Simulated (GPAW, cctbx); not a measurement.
# K2CuAgF6: what bonding does to one electron reflection, worked out

K2CuAgF6, Fm-3m (no. 225), a = 8.4452 Å, b = 8.4452 Å, c = 8.4452 Å, α = 90.00°, β = 90.00°, γ = 90.00°.

```
atom  mult.    x    y       z
 Ag1      4  1/2    0       0
 Cu1      4    0    0       0
  K1      8  1/4  3/4     3/4
  F1     24    0    0  0.7636
```

The start was made by putting kin elements into a known structure type; the compound need not exist, or be stable, in this form.

A DFT run (GPAW, PBE, 550 eV, 4×4×4 k-points, Fermi–Dirac width 0.05 eV) gives the static X-ray structure factor of 222 as 25.967 e for the conventional cell; superposed free atoms give 20.237 e. **Problem.** Find the Fourier component V of the crystal potential and the two-beam extinction distance at 200 kV in both cases.

**1. Geometry**

The cell volume is Ω = 602.33 Å³ and d(222) = 2.4379 Å, so g = 1/d = 0.4102 Å⁻¹.

**2. The nuclei**

Electrons feel nuclei as well as electrons, so the nuclear charges are summed with the same phases.

Phase sums Σ exp(2πi h·x), turned so that the total is real and positive: Ag -4.000, Cu -4.000, K +8.000, F +23.652. Then F_Z = 47 × (-4.000) + 29 × (-4.000) + 19 × (+8.000) + 9 × (+23.652) = 60.87 e. The electron term has the same sign for this reflection.

**3. Mott–Bethe**

Poisson's equation, term by term, gives V = (e/4πε₀)(F_Z − F)/(πΩg²), with e/4πε₀ = 14.3996 V Å.

The prefactor is 14.3996 × 2.4379²/(π × 602.33) = 0.04523 V per electron. Free atoms: (60.87 − 20.237) × 0.04523 = 1.838 V. Crystal: (60.87 − 25.967) × 0.04523 = 1.578 V. F changes by +28.31 % and V by -14.1 %: the same 5.73 e is measured against F_Z − F = 40.6 e in place of F = 20.2 e.

**4. Extinction distance**

In the two-beam case ξ = 1/(λU) with U = 2γm₀eV/h², that is ξ = 150.41 V Å²/(γλV).

At 200 kV, λ = 0.02508 Å and γ = 1.3914. Free atoms: ξ = 2346 Å. Crystal: ξ = 2731 Å. The thickness fringes go as sin²(πt/ξ), so the two patterns slip by a quarter of a period when t|1/ξ₁ − 1/ξ₀| = 1/4, at t ≈ 416 nm. Thermal motion, absorption and many-beam coupling, left out here, change a real pattern.

**5. Answer**

V(222) is 1.58 V against 1.84 V, and ξ is 2731 against 2346 Å. Limits: static atoms, two beams; no Hubbard U on Cu.

[Outputs are excerpts: Python notices, other lines and further rows are left out; steps that failed or that the build refused (PBEsol, TPSS) are not shown.]

[Logs are printed without paths, hosts, clocks, repeated set-up lines and the standing remarks that a program may print on its own settings, such as how far it seeks lower states.]
